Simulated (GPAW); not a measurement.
# CrClO (Pmmn): the O K absorption edge, part 2 of 2

What does one-electron theory with a core hole give for the O K edge of CrClO (Pmmn)?

GPAW 26.7.0; X-ray absorption from dipole matrix elements to empty bands, plane-wave PAW LDA+U.

So far. Step 5 (Spectrum with FCH, O atom 5): The hole costs E(hole) − E(ground) = 521.09 eV, and the lowest empty level of the hole cell on the spectrum's mesh lies at 4.75 eV, which puts the zero at 525.84 eV. Step 6 (Spectrum with XCH, O atom 5): The iterations didn't settle within their limit, so this step gives no result.

### 7. Reference energy of the cell

The cell and mesh change for the next run, so it gets a reference energy of its own.

The input, scf.py:

```python
import numpy as np
from ase import Atoms
from ase.parallel import parprint, paropen
from gpaw import GPAW, PW, FermiDirac, Mixer, MixerDif, setup_paths
from gpaw.test import gen
setup_paths.insert(0, '.')
gen('O', name='nch1s', xcname='LDA', corehole=(1, 0, 0), write_xml=True)
from gpaw.mpi import world
world.barrier()

atoms = Atoms('Cr2Cl2O2',
    cell=[[3.19007562, 0, 0],
     [0, 3.86656054, 0],
     [0, 0, 7.95246044]],
    scaled_positions=[[0.5, 0.5, 0.89395968],
     [0, 0, 0.10604032],
     [0.5, 0, 0.31857806],
     [0, 0.5, 0.68142194],
     [0, 0.5, 0.0521821],
     [0.5, 0, 0.9478179]],
    magmoms=[3.0, -3.0, 0.0, 0.0, 0.0, 0.0],
    pbc=True)
atoms.calc = calc = GPAW(legacy_gpaw=True, mode=PW(500, force_complex_dtype=True), xc='LDA', setups={'Cr': ':d,3.7', 4: 'nch1s'},
    kpts={'size': (4, 3, 2), 'gamma': True}, occupations=FermiDirac(0.02),
    charge=0, mixer=MixerDif(0.05, 8, 50), maxiter=150,
    convergence={'density': 0.0001, 'eigenstates': 1e-6}, txt='scf.txt')
energy = atoms.get_potential_energy() + calc.get_reference_energy()
ef = calc.get_fermi_level()
out = dict(energy=energy, fermi=ef, forces=atoms.get_forces().tolist(), magmoms=atoms.get_magnetic_moments().tolist())
parprint(f'all-electron energy {energy:.4f} eV, Fermi level {ef:.4f} eV')
ev = np.array([[calc.get_eigenvalues(k, s) for k in range(len(calc.get_ibz_k_points()))] for s in range(calc.get_number_of_spins())])
out['homo'], out['lumo'], out['counts'] = ev[ev < ef].max(), ev[ev > ef].min(), sorted(set((ev < ef).sum((0, 2)).tolist()))
out['filled'] = (ev[:, 0] < ef).sum(1).tolist()
import json
with paropen('out.json', 'w') as f:
    json.dump(out, f)
```

Run with:

```
> OMP_NUM_THREADS=1 mpirun -n 4 gpaw python scf.py
```

The job ended after 17 s (4 MPI ranks of Intel Xeon Platinum 8488C (Sapphire Rapids), shared host; peak memory 0.24 GiB).

### 8. Spectrum with FCH, O atom 5

A smaller cell brings the holes closer; here they are 3.2 Å apart.

Changed against the first core-hole run: supercell atoms from 12 to 6; the field's mesh follows (3×3×3 to 4×3×2).

The input, xas.py:

```python
import numpy as np
from ase import Atoms
from ase.parallel import parprint, paropen
from gpaw import GPAW, PW, FermiDirac, Mixer, MixerDif, setup_paths
from gpaw.test import gen
setup_paths.insert(0, '.')
gen('O', name='fch1s', xcname='LDA', corehole=(1, 0, 1), write_xml=True)
from gpaw.mpi import world
world.barrier()

atoms = Atoms('Cr2Cl2O2',
    cell=[[3.19007562, 0, 0],
     [0, 3.86656054, 0],
     [0, 0, 7.95246044]],
    scaled_positions=[[0.5, 0.5, 0.89395968],
     [0, 0, 0.10604032],
     [0.5, 0, 0.31857806],
     [0, 0.5, 0.68142194],
     [0, 0.5, 0.0521821],
     [0.5, 0, 0.9478179]],
    magmoms=[3.0, -3.0, 0.0, 0.0, 0.0, 0.0],
    pbc=True)
atoms.calc = calc = GPAW(legacy_gpaw=True, mode=PW(500, force_complex_dtype=True), xc='LDA', setups={'Cr': ':d,3.7', 4: 'fch1s'},
    kpts={'size': (4, 3, 2), 'gamma': True}, occupations=FermiDirac(0.02),
    charge=0, mixer=MixerDif(0.05, 8, 50), maxiter=150,
    convergence={'density': 0.0001, 'eigenstates': 1e-6}, txt='scf.txt')
energy = atoms.get_potential_energy() + calc.get_reference_energy()
ef = calc.get_fermi_level()
out = dict(energy=energy, fermi=ef, forces=atoms.get_forces().tolist(), magmoms=atoms.get_magnetic_moments().tolist())
parprint(f'all-electron energy {energy:.4f} eV, Fermi level {ef:.4f} eV')
ev = np.array([[calc.get_eigenvalues(k, s) for k in range(len(calc.get_ibz_k_points()))] for s in range(calc.get_number_of_spins())])
out['homo'], out['lumo'], out['counts'] = ev[ev < ef].max(), ev[ev > ef].min(), sorted(set((ev < ef).sum((0, 2)).tolist()))
out['filled'] = (ev[:, 0] < ef).sum(1).tolist()

from ase.units import Ha
from gpaw.xas import dipole_matrix_elements
nb = int(calc.get_number_of_electrons() / 2) + 71
top, nb = nb, nb + 8 + nb // 12
nscf = calc.fixed_density(kpts={'size': (5, 4, 2), 'gamma': True}, nbands=nb,
    convergence={'bands': top, 'eigenstates': 5e-3}, maxiter=60, txt='nscf.txt')
cell = atoms.cell.array
ops = [cell.T @ U.T @ np.linalg.inv(cell.T) for U in nscf.wfs.kd.symmetry.op_scc]
filled = [19, 19]  # bands filled in the ground state, by spin
E = np.arange(-6, 34, 0.1)
fwhm = np.interp(E, [4, 25], [0.9, 3.5])
Y, X, zero, highest = 0, 0, 1e9, 1e9
for spin in range(nscf.get_number_of_spins()):
    wfs = nscf.wfs
    mine = wfs.bd.get_slice()  # this rank's bands
    A = dipole_matrix_elements(wfs.setups[4])
    eps = np.zeros((wfs.kd.nibzkpts, nb))
    d = np.zeros((3, A.shape[1], wfs.kd.nibzkpts, nb), complex)
    for kpt in wfs.kpt_u:
        if kpt.s == spin and 4 in kpt.P_ani:
            eps[kpt.k, mine] = kpt.eps_n * Ha
            d[:, :, kpt.k, mine] = (kpt.weight * wfs.nspins / 2) ** 0.5 * np.inner(A, kpt.P_ani[4])
    world.sum(eps)
    world.sum(d)
    T = np.einsum('amkn,bmkn->abkn', d, d.conj()).real
    T = sum(np.einsum('ai,ijkn,bj->abkn', R, T, R) for R in ops) / len(ops)
    empty = np.ones_like(eps, bool) & (np.arange(nb) >= filled[spin])
    zero, highest = min(zero, eps[empty].min()), min(highest, eps[:, top - 1].min())
    lines = [(eps, T, empty)] if spin == 0 else lines + [(eps, T, empty)]
for eps, T, empty in lines:
    f = np.einsum('aakn->akn', T).reshape(3, -1)
    x = eps.ravel() - zero
    w = np.interp(x, E, fwhm) / 2.35482
    g = np.exp(-0.5 * ((E[:, None] - x) / w) ** 2) / (w * (2 * np.pi) ** 0.5)
    Y = Y + (f * empty.ravel()) @ g.T
    X = X + (f * ~empty.ravel()) @ g.T
out.update(E=E.round(2).tolist(), xas=Y.tolist(), xes=X.tolist(), zero=zero, valid=highest - zero, nk=len(eps), nb=nb)
for i in range(0, len(E), 10):
    parprint(f'{E[i]:7.2f}', *(f'{v:10.3e}' for v in Y[:, i]))
import json
with paropen('out.json', 'w') as f:
    json.dump(out, f)
```

Run with:

```
> OMP_NUM_THREADS=1 mpirun -n 4 gpaw python xas.py
```

The job ended after 36 s (4 MPI ranks; peak memory 0.33 GiB; 2.4 min of CPU time).

These settings depart from the first run's and aren't meant as converged.

The scaled spectrum changes by 11 % r.m.s. Another feature, at 0.7 eV (1.73), becomes the highest below 16 eV; the one at 9.3 eV (1.66) is now at 9.9 eV (1.59).

```csv
E (eV),first run,this run
-2.0,0.00,0.00
-0.5,0.16,0.11
1.0,1.19,1.56
2.5,1.56,1.50
4.0,0.25,0.27
5.5,0.47,0.33
7.0,1.34,1.18
8.5,1.50,1.41
10.0,1.50,1.59
11.5,1.06,1.08
13.0,1.06,1.04
14.5,0.72,0.80
16.0,0.71,0.70
17.5,0.80,0.82
19.0,0.83,0.86
20.5,0.76,0.78
22.0,0.61,0.65
23.5,0.52,0.54
25.0,0.54,0.54
26.5,0.57,0.55
28.0,0.59,0.57
29.5,0.65,0.66
31.0,0.81,0.78
```

### 9. What the core hole does

Both curves are counted from their own zero, so only the shift of weight within the empty states shows.

```csv
E (eV),no hole,FCH
-2.0,0.00,0.00
-1.0,0.01,0.01
0.0,0.72,0.94
1.0,1.55,1.19
2.0,1.64,1.28
3.0,1.44,1.30
4.0,0.34,0.25
5.0,0.29,0.22
6.0,0.76,0.83
7.0,0.93,1.34
8.0,0.98,1.39
9.0,1.39,1.63
10.0,1.47,1.50
11.0,1.13,1.15
12.0,1.02,1.05
13.0,1.12,1.06
14.0,0.98,0.83
15.0,0.78,0.67
16.0,0.75,0.71
17.0,0.81,0.77
18.0,0.83,0.82
19.0,0.82,0.83
20.0,0.76,0.80
21.0,0.68,0.72
22.0,0.59,0.61
23.0,0.52,0.53
24.0,0.49,0.52
25.0,0.48,0.54
26.0,0.47,0.56
27.0,0.47,0.58
28.0,0.47,0.59
29.0,0.49,0.62
30.0,0.55,0.70
31.0,0.61,0.81
```

With each curve scaled to its own mean, the area from −2 to 6 eV with the hole is 5.6 against 6.4, and the centre of weight from −1 to 20 eV moves by +0.1 eV (first and strongest maxima below 20 eV: 1.0 eV (1.55), 2.3 eV (1.80) and 9.7 eV (1.50) without the hole, 0.5 eV (1.48), 2.5 eV (1.56) and 9.3 eV (1.66) with it): the weight at the onset falls, probably as the absorber's own filled states drop away from the neighbours' empty ones and mix less with them.

### 10. What came out

- absorber and edge: O K, atom 5 of the ground-state input (counted from 1)
- surroundings: 2 Cr at 1.98 Å and 2 Cr at 2.03 Å (4-fold, site symmetry mm2)
- highest intensity below 16 eV: 9.3 eV above the zero, height 1.66
- photon energy of the zero (spin-polarised hole, raw): 525.8 eV (LDA puts this hole about 4 eV below PBE, itself good to a few eV)

What this shows: The O K edge of atom 5, with 2 Cr at 1.98 Å and 2 Cr at 2.03 Å (4-fold, site symmetry mm2), has its highest intensity of the first 16 eV at 9.3 eV above the zero, near 535 eV in photon energy (LDA puts this hole about 4 eV below PBE, itself good to a few eV), 1.7 times the mean level of the first 20 eV (Gaussian full width 0.9 eV up to 4 eV, rising linearly to 3.5 eV at 25 eV). With each curve scaled to its own mean, the area from −2 to 6 eV with the hole is 5.6 against 6.4, and the centre of weight from −1 to 20 eV moves by +0.1 eV (first and strongest maxima below 20 eV: 1.0 eV (1.55), 2.3 eV (1.80) and 9.7 eV (1.50) without the hole, 0.5 eV (1.48), 2.5 eV (1.56) and 9.3 eV (1.66) with it): the weight at the onset falls, probably as the absorber's own filled states drop away from the neighbours' empty ones and mix less with them. A cell with holes 3.2 Å apart changes the curve by 11 % r.m.s. (8 % after the best shift). At the O K edge of atom 5 polarisation matters most near 2.4 eV, where the curves differ by 1.5 on this scale. The hole lies in one spin channel, while the script sums the empty states of both and takes the lower zero; where the two channels are split, this blurs and shifts the curve. The spins start antiferromagnetically in a simple order, which needn't be the measured one; gap and edge can depend on it. The holes are only 5.0 Å apart, so the shape is probably not converged with cell size; no larger cell was run here. The mesh is coarse (0.45 Å⁻¹ between points), so small maxima may be mesh ripples. Lifetime broadening is put in by hand, and intensities beyond about 20 eV depend on it and on the partial waves; weight that the partial waves miss at high energy is lost. The structure is a computed Materials Project entry and may be a hypothetical form.

[Logs are printed without paths, hosts, clocks, repeated set-up lines and the standing remarks that a program may print on its own settings, such as how far it seeks lower states.]

[Hosts, paths, dates, database ids (printed as entryN), source tags and the programs' standing remarks are cut or masked in the printed files.]

[Lists of maxima count a maximum above −3 eV only where it reaches 4 % of the highest in the window and stands out from its surroundings by 2 % of it (1.5 % where it reaches 55 %); shoulders and weaker maxima are passed over, and of the rest the first, up to two pre-edge ones and the few strongest are named.]
